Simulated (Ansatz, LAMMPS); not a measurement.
**Glassy 68TiO2-32SiO2 (mol %) (84 atoms): a short ab initio trajectory**

Wanted: a short trajectory of glassy 68TiO2-32SiO2 (mol %) (84 atoms) with its pair distributions.

Method: Kohn-Sham DFT, PBE, PAW (set soft_2), plane waves, in Ansatz 0.2.0.

## 1. Starting point

The cell holds 84 atoms: 19 Ti, 9 Si and 56 O. Cell: a = 10.322 Å, b = 10.322 Å, c = 10.322 Å, α = 90.0°, β = 90.0°, γ = 90.0°. 84 atoms (19 Ti, 9 Si, 56 O) placed at random at 3.07 g/cm³, melted at 4000 K for 10 ps at fixed volume with the Morse and Coulomb pair potential with partial charges (Pedone, Malavasi, Menziani, Cormack and Segre, J. Phys. Chem. B 110, 11780 (2006)). Quenched from 4000 K to 300 K at 10 K/ps and fixed volume, held 10 ps at zero pressure.

What the set-up can't give: The quench rate of 10 K/ps is orders of magnitude faster than experiment, which tends to freeze in extra defects. The network of bonds at the start is that of the classical potential that made the cell. Sampling is at Γ alone, for a cell whose shortest periodic width is 10 Å.

## 2. Single point at the start

The forces at the start show how far the geometry lies from a minimum of this functional.

File input.yaml:

```yaml
crystal:
  lattice:
    - [10.32186, 0.0, 0.0]
    - [0.0, 10.32186, 0.0]
    - [0.0, 0.0, 10.32186]
  atoms:
    - { symbol: Ti, position: [0.72758, 0.44657, 0.63149] }
    - { symbol: Ti, position: [0.19778, 0.44008, 0.89855] }
    - { symbol: Ti, position: [0.58882, 0.73543, 0.33492] }
    - { symbol: Ti, position: [0.43357, 0.30709, 0.13866] }
    [... 74 atom lines left out ...]
    - { symbol: O, position: [0.44915, 0.13035, 0.78556] }
    - { symbol: O, position: [0.52454, 0.73462, 0.49638] }
    - { symbol: O, position: [0.33102, 0.95744, 0.22542] }
    - { symbol: O, position: [0.60061, 0.58499, 0.70007] }
    - { symbol: O, position: [0.2593, 0.6038, 0.92333] }
    - { symbol: O, position: [0.08841, 0.47476, 0.05555] }
kpoints:
  mp_grid: { grid: [1, 1, 1] }
hamiltonian:
  xc: pbe
scf:
  occupations: { method: fixed }
output:
  forces: true
```

Command:

```
$ ansatz run input.yaml --threads 4 --pin off --max-ram 8192MiB --backend cpu --events-out ev --progress --plain --runs-dir out
```

Elapsed: 11 s, on 4 threads of Arm Neoverse V2, shared host; peak memory 1.4 GiB; 42 s of CPU time.

The run gave:

```
free energy            : -85087.8504 eV
free energy per atom   : -1012.9506 eV/atom
SCF cycles             : 12
r.m.s. force component : 1.105 eV/Å
longest force          : 4.94 eV/Å
Fermi energy           : 4.848 eV
```

The r.m.s. force component of 1.1 eV/Å sets the starting point.

Neighbours are counted within 2.64 Å (O-Ti), 2.16 Å (O-Si).

Length of the force by element and coordination:

| element | coordination | atoms | mean length of the force (eV/Å) | spread | least | most |
| --- | --- | --- | --- | --- | --- | --- |
| O | all | 56 | 1.43 | 0.705 | 0.155 | 3.16 |
| O | 2 | 43 | 1.43 | 0.738 | 0.155 | 3.16 |
| O | 3 | 13 | 1.41 | 0.583 | 0.418 | 2.47 |
| Si | all | 9 | 2.87 | 1.11 | 1.58 | 4.94 |
| Ti | all | 19 | 1.97 | 0.628 | 0.788 | 3.13 |
| Ti | 4 | 9 | 2.01 | 0.645 | 0.788 | 2.87 |
| Ti | 5 | 7 | 2.00 | 0.678 | 1.23 | 3.13 |
| Ti | 6 | 3 | 1.77 | 0.367 | 1.34 | 2.24 |

## 3. Dynamics at 400 K

A Nosé–Hoover thermostat steers the temperature while disturbing the dynamics little. The time step is 1.0 fs.

Edit input.yaml of step 2 so:

```diff
@@ -15 +15,8 @@
   forces: true
+md:
+  timestep: 1.0
+  n_steps: 314
+  ensemble: nvt_nose_hoover
+  temperature: 400
+  initial_velocities: maxwell_boltzmann
+  seed: 1303
```

Run time: 33 min. Hardware: 4 threads; peak memory 1.5 GiB; 2.1 h of CPU time.

The program notes that it switched symmetry off.

Rows from the run:

| time (fs) | T (K) | potential (meV/atom) | conserved (meV/atom) |
| --- | --- | --- | --- |
| 0.0 | 400 | 0.0 | 0.00 |
| 21.0 | 455 | -7.6 | -0.03 |
| 42.0 | 501 | -15.0 | -0.07 |
| 63.0 | 448 | -10.6 | -0.04 |
| 84.0 | 466 | -16.0 | -0.06 |
| 105.0 | 449 | -16.6 | -0.06 |
| 126.0 | 404 | -13.4 | -0.04 |
| 147.0 | 369 | -10.8 | -0.04 |
| 167.0 | 442 | -21.5 | -0.07 |
| 188.0 | 460 | -25.2 | -0.08 |
| 209.0 | 433 | -23.0 | -0.07 |
| 230.0 | 408 | -21.2 | -0.07 |
| 251.0 | 413 | -23.3 | -0.08 |
| 272.0 | 413 | -24.4 | -0.08 |
| 293.0 | 383 | -21.6 | -0.07 |
| 314.0 | 352 | -18.4 | -0.05 |

Mean square displacement from the first frame to the last: Ti 0.15 Å², Si 0.10 Å², O 0.19 Å².

The mean square displacement by time lag:

| time lag (fs) | O (Å²) | Si (Å²) | Ti (Å²) |
| --- | --- | --- | --- |
| 1.0 | 6.4e-5 | 4.5e-5 | 2.3e-5 |
| 7.0 | 0.00302 | 0.00209 | 0.00109 |
| 14.0 | 0.0108 | 0.00704 | 0.00410 |
| 20.0 | 0.0190 | 0.0115 | 0.00767 |
| 27.0 | 0.0285 | 0.0152 | 0.0123 |
| 33.0 | 0.0360 | 0.0171 | 0.0162 |
| 40.0 | 0.0442 | 0.0186 | 0.0204 |
| 46.0 | 0.0507 | 0.0203 | 0.0238 |
| 53.0 | 0.0576 | 0.0232 | 0.0275 |
| 59.0 | 0.0627 | 0.0266 | 0.0305 |
| 66.0 | 0.0680 | 0.0309 | 0.0341 |
| 72.0 | 0.0721 | 0.0344 | 0.0371 |
| 79.0 | 0.0765 | 0.0376 | 0.0406 |
| 85.0 | 0.0802 | 0.0397 | 0.0435 |
| 92.0 | 0.0847 | 0.0420 | 0.0469 |
| 98.0 | 0.0889 | 0.0445 | 0.0497 |
| 105.0 | 0.0945 | 0.0483 | 0.0531 |
| 111.0 | 0.0996 | 0.0523 | 0.0561 |
| 118.0 | 0.106 | 0.0571 | 0.0595 |
| 124.0 | 0.111 | 0.0607 | 0.0623 |
| 131.0 | 0.117 | 0.0640 | 0.0654 |
| 137.0 | 0.122 | 0.0664 | 0.0681 |
| 144.0 | 0.126 | 0.0694 | 0.0712 |
| 150.0 | 0.130 | 0.0725 | 0.0740 |
| 157.0 | 0.135 | 0.0771 | 0.0776 |

Over the second half of 314 fs the temperature averages 413 K, falling from about 441 to 393 K (means over the first and last quarter of that half). The conserved energy stays within 0.09 meV/atom. From first frame to last O has the largest mean square displacement, 0.19 Å² at the end; the farthest move is 0.71 Å. The count of bonds goes from 128 in the first frame to 132 in the last, by one set of cutoffs: 1 pairs passed out of them and 5 came within. The run spans 0.31 ps, too short for its means to be equilibrium values.

## 4. Structure statistics late in the run

The g(r) is a mean over the second half; what follows it is taken at the last frame.

Bonds before and after, by the cutoffs listed below:

| pair | bonds before | bonds after | mean before (Å) | mean after (Å) | spread before (Å) | spread after (Å) |
| --- | --- | --- | --- | --- | --- | --- |
| O-Ti | 92 | 96 | 1.935 | 1.960 | 0.246 | 0.211 |
| O-Si | 36 | 36 | 1.636 | 1.656 | 0.055 | 0.045 |

Density 3.11 g/cm³, 13.09 Å³ an atom.

Mean of 14 frames. g(r), total and by pair (bins of 0.2 Å):

| r (Å) | total | O-O | O-Ti | O-Si | Ti-Ti | Ti-Si | Si-Si |
| --- | --- | --- | --- | --- | --- | --- | --- |
| 1.50 | 0.19 | 0.00 | 0.00 | 1.36 | 0.00 | 0.00 | 0.00 |
| 1.70 | 2.10 | 0.00 | 2.17 | 10.13 | 0.00 | 0.00 | 0.00 |
| 1.90 | 1.82 | 0.00 | 6.06 | 0.00 | 0.00 | 0.00 | 0.00 |
| 2.10 | 0.43 | 0.00 | 1.43 | 0.00 | 0.00 | 0.00 | 0.00 |
| 2.30 | 0.19 | 0.07 | 0.52 | 0.01 | 0.00 | 0.00 | 0.00 |
| 2.50 | 0.53 | 0.99 | 0.26 | 0.05 | 0.00 | 0.00 | 0.00 |
| 2.70 | 1.35 | 2.92 | 0.11 | 0.10 | 0.00 | 0.00 | 0.00 |
| 2.90 | 1.12 | 2.30 | 0.09 | 0.14 | 0.40 | 0.40 | 0.99 |
| 3.10 | 0.94 | 1.48 | 0.25 | 0.44 | 0.96 | 0.85 | 4.09 |
| 3.30 | 0.90 | 0.90 | 0.41 | 0.74 | 1.51 | 3.31 | 2.58 |
| 3.50 | 0.92 | 0.67 | 0.74 | 1.00 | 2.73 | 2.42 | 0.00 |
| 3.70 | 1.04 | 0.72 | 1.16 | 1.41 | 2.82 | 0.52 | 0.00 |
| 3.90 | 1.14 | 0.78 | 1.36 | 1.91 | 1.06 | 0.81 | 0.86 |
| 4.10 | 1.07 | 0.65 | 1.56 | 1.72 | 0.48 | 0.73 | 0.60 |
| 4.30 | 1.23 | 0.73 | 1.89 | 1.69 | 0.36 | 1.04 | 1.33 |
| 4.50 | 1.17 | 0.78 | 1.76 | 1.21 | 0.82 | 1.44 | 1.38 |
| 4.70 | 0.92 | 0.87 | 1.02 | 0.79 | 0.90 | 1.24 | 0.77 |
| 4.90 | 0.96 | 1.08 | 0.84 | 0.64 | 1.01 | 1.47 | 0.78 |
| 5.10 | 1.03 | 1.36 | 0.67 | 0.71 | 0.95 | 1.31 | 1.16 |

Bonds by pair of elements; cutoffs follow the first minimum of g(r), held within bounds set by covalent radii, and pairs that aren't listed don't count as bonded:

| pair A-B | cutoff (Å) | bonds | mean length (Å) | spread (Å) | shortest (Å) | B about A | A about B |
| --- | --- | --- | --- | --- | --- | --- | --- |
| O-Ti | 2.83 | 96 | 1.96 | 0.211 | 1.71 | 1.71 | 5.05 |
| O-Si | 2.12 | 36 | 1.66 | 0.045 | 1.53 | 0.643 | 4 |

How many atoms have how many bonded neighbours:

| element | mean | 2 | 3 | 4 | 5 | 6 |
| --- | --- | --- | --- | --- | --- | --- |
| O | 2.36 | 36 | 20 | 0 | 0 | 0 |
| Si | 4 | 0 | 0 | 9 | 0 | 0 |
| Ti | 5.05 | 0 | 0 | 6 | 6 | 7 |

Bond angles (no mean is given where the spread exceeds 20°):

| angle | count | mean (°) | spread (°) |
| --- | --- | --- | --- |
| O-Ti-O | 201 | - | - |
| Ti-O-Ti | 56 | - | - |
| O-Si-O | 54 | 109 | 7 |
| Si-O-Ti | 33 | - | - |
| Si-O-Si | 7 | 143 | 11.8 |

Oxygen atoms by the number of network formers (Si, P, Ge, B, Al, As, Ga) bound to them:

| network formers bound to O | O atoms | per cent |
| --- | --- | --- |
| 0 | 27 | 48.2 |
| 1 | 22 | 39.3 |
| 2 | 7 | 12.5 |

Network units: each former by its oxygen neighbours and how many of them bridge to another former:

| former | O neighbours | bridging O | atoms |
| --- | --- | --- | --- |
| Si | 4 | 1 | 6 |
| Si | 4 | 2 | 1 |
| Si | 4 | 3 | 2 |

Bond length by coordination (bonds to H left out):

| element | coordination | atoms | mean bond length (Å) |
| --- | --- | --- | --- |
| O | 2 | 36 | 1.77 |
| O | 3 | 20 | 2.01 |
| Ti | 4 | 6 | 1.84 |
| Ti | 5 | 6 | 1.95 |
| Ti | 6 | 7 | 2.03 |

Rings of the network by King's shortest-path rule, up to 12 atoms, one path for each pair of neighbours; H, halogens, alkali and alkaline-earth atoms are left out, and the last column divides by all other atoms, bonded or not:

| ring size (atoms) | rings | per network atom |
| --- | --- | --- |
| 4 | 13 | 0.155 |
| 6 | 14 | 0.167 |
| 8 | 46 | 0.548 |
| 10 | 46 | 0.548 |
| 12 | 25 | 0.298 |

For some of the pairs, g(r) has its first main peak near 2.7 Å (O-O), 1.9 Å (O-Ti), 1.6 Å (O-Si), 3.6 Å (Ti-Ti), 3.4 Å (Ti-Si) and 3.1 Å (Si-Si). By these cutoffs 64 % of O atoms have 2, all Si atoms have 4 and 37 % of Ti atoms have 6 bonded neighbours. Counting bonds to Si alone, not to Ti, 12 % of the oxygens join two of these atoms and 39 % one; 48 % join none. The commonest Si unit has 4 oxygens, 1 of them shared with other formers (6 of 9 atoms). Rings of 8 and 10 atoms are the most common (32 % each of those counted); sizes run from 4 to 12, where the search stops.

## 5. Single point at the last frame

The last frame is solved again with fuller output, to read the electronic structure of a thermally displaced geometry.

File input.yaml:

```yaml
crystal:
  lattice:
    - [10.32186, 0.0, 0.0]
    - [0.0, 10.32186, 0.0]
    - [0.0, 0.0, 10.32186]
  atoms:
    - { symbol: Ti, position: [0.70405, 0.46736, 0.65001] }
    - { symbol: Ti, position: [0.18852, 0.41951, 0.91293] }
    - { symbol: Ti, position: [0.57798, 0.73768, 0.29443] }
    - { symbol: Ti, position: [0.4617, 0.3071, 0.15247] }
    [... 74 atom lines left out ...]
    - { symbol: O, position: [0.46055, 0.14771, 0.75915] }
    - { symbol: O, position: [0.50793, 0.74546, 0.45645] }
    - { symbol: O, position: [0.32897, 0.91116, 0.24153] }
    - { symbol: O, position: [0.60004, 0.60801, 0.69315] }
    - { symbol: O, position: [0.242, 0.60002, 0.91564] }
    - { symbol: O, position: [0.08367, 0.45865, 0.07817] }
kpoints:
  mp_grid: { grid: [1, 1, 1] }
hamiltonian:
  xc: pbe
scf:
  occupations: { method: fixed }
output:
  forces: true
  stress: true
  populations: true
  dos:
    method: { smearing: { sigma: 0.15 } }
    de: 0.1
    projected: { site_lists: { O: [O], Si: [Si], Ti: [Ti] } }
  eigenvalues: true
  write_density: true
  write_potential: true
  volumetric_format: npy
  elf: true
```

Wall time 18 s (4 threads); peak memory 1.5 GiB; 68 s of CPU time.

Read from the output:

```yaml
free_energy: -85089.3991 eV
free_energy_per_atom: -1012.9690 eV/atom
scf_cycles: 12
pressure: -0.7756 GPa
r_m_s_force_component: 0.9615 eV/Å
longest_force: 3.461 eV/Å
fermi_energy: 4.825 eV
spacing_of_highest_filled_and_lowest_empty_level: 2.599 eV
spilling_of_the_projection: 0.00594
```

Neighbours are counted within 2.83 Å (O-Ti), 2.12 Å (O-Si), the cutoffs taken from the dynamics.

Length of the force by element and coordination:

| element | coordination | atoms | mean length of the force (eV/Å) | spread | least | most |
| --- | --- | --- | --- | --- | --- | --- |
| O | all | 56 | 1.17 | 0.700 | 0.099 | 3.44 |
| O | 2 | 36 | 1.22 | 0.794 | 0.099 | 3.44 |
| O | 3 | 20 | 1.09 | 0.476 | 0.108 | 2.15 |
| Si | all | 9 | 2.36 | 0.913 | 0.757 | 3.46 |
| Ti | all | 19 | 1.77 | 0.775 | 0.368 | 3.27 |
| Ti | 4 | 6 | 2.12 | 0.922 | 1.13 | 3.27 |
| Ti | 5 | 6 | 1.81 | 0.514 | 1.24 | 2.82 |
| Ti | 6 | 7 | 1.45 | 0.680 | 0.368 | 2.55 |

Löwdin charges by element and coordination (they lack the spilled electrons, 0.042 e an atom on average):

| element | coordination | atoms | mean charge (e) | spread | least | most |
| --- | --- | --- | --- | --- | --- | --- |
| O | all | 56 | -0.671 | 0.0756 | -0.789 | -0.500 |
| O | 2 | 36 | -0.653 | 0.0789 | -0.789 | -0.500 |
| O | 3 | 20 | -0.705 | 0.0552 | -0.783 | -0.594 |
| Si | all | 9 | 1.69 | 0.0221 | 1.65 | 1.73 |
| Ti | all | 19 | 1.36 | 0.0229 | 1.30 | 1.41 |
| Ti | 4 | 6 | 1.36 | 0.0149 | 1.34 | 1.38 |
| Ti | 5 | 6 | 1.37 | 0.0127 | 1.35 | 1.39 |
| Ti | 6 | 7 | 1.36 | 0.0313 | 1.30 | 1.41 |

Density of states as counts of states in windows of 1 eV (from the Fermi level), total and the larger projections:

| from (eV) | to (eV) | total | O p | Ti d |
| --- | --- | --- | --- | --- |
| -10 | -9 | 1.8 | 1.2 | 0.0 |
| -9 | -8 | 2.1 | 1.4 | 0.0 |
| -8 | -7 | 5.5 | 3.6 | 0.2 |
| -7 | -6 | 7.8 | 5.2 | 0.5 |
| -6 | -5 | 17.5 | 12.7 | 1.4 |
| -5 | -4 | 38.6 | 28.3 | 5.8 |
| -4 | -3 | 72.9 | 54.8 | 13.8 |
| -3 | -2 | 66.9 | 55.0 | 8.8 |
| -2 | -1 | 74.0 | 65.4 | 6.2 |
| -1 | 0 | 47.5 | 44.1 | 2.3 |
| 0 | 1 | 1.4 | 1.3 | 0.1 |
| 1 | 2 | 0.0 | 0.0 | 0.0 |
| 2 | 3 | 17.8 | 1.6 | 15.6 |
| 3 | 4 | 56.7 | 7.7 | 45.7 |
| 4 | 5 | 52.1 | 10.0 | 37.2 |

With fixed occupations the program's Fermi level is the highest filled level; weight inside the gap is the broadening of levels at its edges.

Between -26 and -10 eV lie 112 more states.

The stored curve holds about 448 of the 600 electrons; the rest, give or take the few that broadening carries across the Fermi level, lie in deeper levels below its range.

The levels nearest the highest filled one (over half full), pooled over k-points and spins:

| level less the highest filled one (eV) | occupation |
| --- | --- |
| -0.359 | 2 |
| -0.306 | 2 |
| -0.183 | 2 |
| -0.141 | 2 |
| -0.115 | 2 |
| 0 | 2 |
| 2.60 | 0 |
| 2.73 | 0 |
| 2.77 | 0 |
| 2.80 | 0 |
| 2.86 | 0 |
| 2.90 | 0 |

Mean Löwdin charges: O -0.67, Si +1.69, Ti +1.36 e (they miss 0.59 % of the electrons, so they add up to more than the cell's charge). The largest share in the top eV of filled states is O p (94 % of the projected weight), and in the lowest eV of empty states Ti d (86 % of the projected weight).

## 6. Results

| Quantity | Value |
| --- | --- |
| mean temperature, second half | 412.9 K |
| temperature swing, second half | 28.41 K |
| slope of the conserved energy against time, by least squares | -0.1068 meV/atom/ps |
| free energy per atom | -1012.9690 eV/atom |
| pressure | -0.7756 GPa |
| r.m.s. force component | 0.9615 eV/Å |
| gap (highest filled to lowest empty level) | 2.599 eV |
| wall time of the 3 DFT runs | 34 min |

In words: Over the second half of 314 fs the temperature averages 413 K, falling from about 441 to 393 K (means over the first and last quarter of that half). The conserved energy stays within 0.09 meV/atom. The count of bonds goes from 128 in the first frame to 132 in the last, by one set of cutoffs: 1 pairs passed out of them and 5 came within. The run spans 0.31 ps, too short for its means to be equilibrium values. By these cutoffs 64 % of O atoms have 2, all Si atoms have 4 and 37 % of Ti atoms have 6 bonded neighbours. Counting bonds to Si alone, not to Ti, 12 % of the oxygens join two of these atoms and 39 % one; 48 % join none. The highest filled and lowest empty levels differ by 2.60 eV (at Γ alone); a semilocal functional tends to put such gaps too low. In a disordered cell it changes from sample to sample, and tail or defect levels can set it.

Caveats: The starting topology of bonds comes from the classical model; in DFT 1 of its 128 bonded pairs passed out of the cutoffs and 5 came within them. The pressure of a single frame lacks the kinetic term, about 0.44 GPa here.

[Logs are printed without paths, hosts, clocks, repeated set-up lines and the standing remarks that a program may print on its own settings, such as how far it seeks lower states.]

[Hosts, paths, dates, database ids (printed as entryN), source tags and the programs' standing remarks are cut or masked in the printed files.]
